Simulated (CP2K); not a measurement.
Butadiene has these distinct C atoms: C1 (bonded to C and 2 H) and C2 (bonded to 2 C and H).

```xyz
10

C     1.7195    0.2104   -0.6598
C     0.6932   -0.1842    0.1156
C    -0.6932    0.1842   -0.1156
C    -1.7195   -0.2104    0.6598
H     1.5565    0.8481   -1.5307
H     2.7449   -0.0898   -0.4488
H     0.8887   -0.8235    0.9822
H    -0.8887    0.8235   -0.9822
H    -2.7449    0.0898    0.4488
H    -1.5565   -0.8481    1.5307
```

Their partial C K spectra (CP2K XAS_TDP, all-electron GAPW, PBEh(45%), aug-cc-pVDZ, TDA, GW2X-corrected core level, no relativity) are given in random order, each times the number of alike atoms.

Gaussian full width 0.5 eV, oscillator strength per eV, alike atoms added, rows of zeros left out:

```tsv
E (eV)	curve 1	curve 2
286.00	0.000	0.007
286.25	0.000	0.068
286.50	0.002	0.176
286.75	0.036	0.114
287.00	0.141	0.018
287.25	0.138	0.001
287.50	0.034	0.000
287.75	0.002	0.000
289.50	0.000	0.001
289.75	0.000	0.008
290.00	0.008	0.029
290.25	0.051	0.055
290.50	0.087	0.059
290.75	0.039	0.021
291.00	0.007	0.004
291.25	0.004	0.009
291.50	0.002	0.034
291.75	0.002	0.044
292.00	0.011	0.023
292.25	0.020	0.030
292.50	0.031	0.035
292.75	0.034	0.036
293.00	0.026	0.036
293.25	0.028	0.020
293.50	0.027	0.016
293.75	0.023	0.015
294.00	0.011	0.017
294.25	0.019	0.017
294.50	0.038	0.012
294.75	0.027	0.005
295.00	0.012	0.002
295.25	0.006	0.008
295.50	0.010	0.011
295.75	0.024	0.005
296.00	0.021	0.003
296.25	0.008	0.004
296.50	0.012	0.012
296.75	0.013	0.016
297.00	0.010	0.008
297.25	0.017	0.007
297.50	0.018	0.021
```

Q: Which curve belongs to which atom?

Curve 1: C2 (bonded to 2 C and H), leading line at 287.12 eV (f = 0.044 an atom), ionisation energy 292.27 eV, term value 5.15 eV. Curve 2: C1 (bonded to C and 2 H), leading line at 286.55 eV (f = 0.048 an atom), ionisation energy 291.89 eV, term value 5.34 eV. The leading line of an atom is its first one with 35 % of the strongest within 2.5 eV of its lowest line over the strength cut. A line lies at the core ionisation energy, which rises as an atom loses charge to its neighbours or to a π system, less the term value, which is large for a low π* or σ* orbital with weight on that atom.

[Banner, clock and machine lines of the logs are left out without a mark of their own.]

[Logs are printed without paths, hosts, clocks, repeated set-up lines and the standing remarks that a program may print on its own settings, such as how far it seeks lower states.]

[Hosts, paths, dates, database ids (printed as entryN), source tags and the programs' standing remarks are cut or masked in the printed files.]
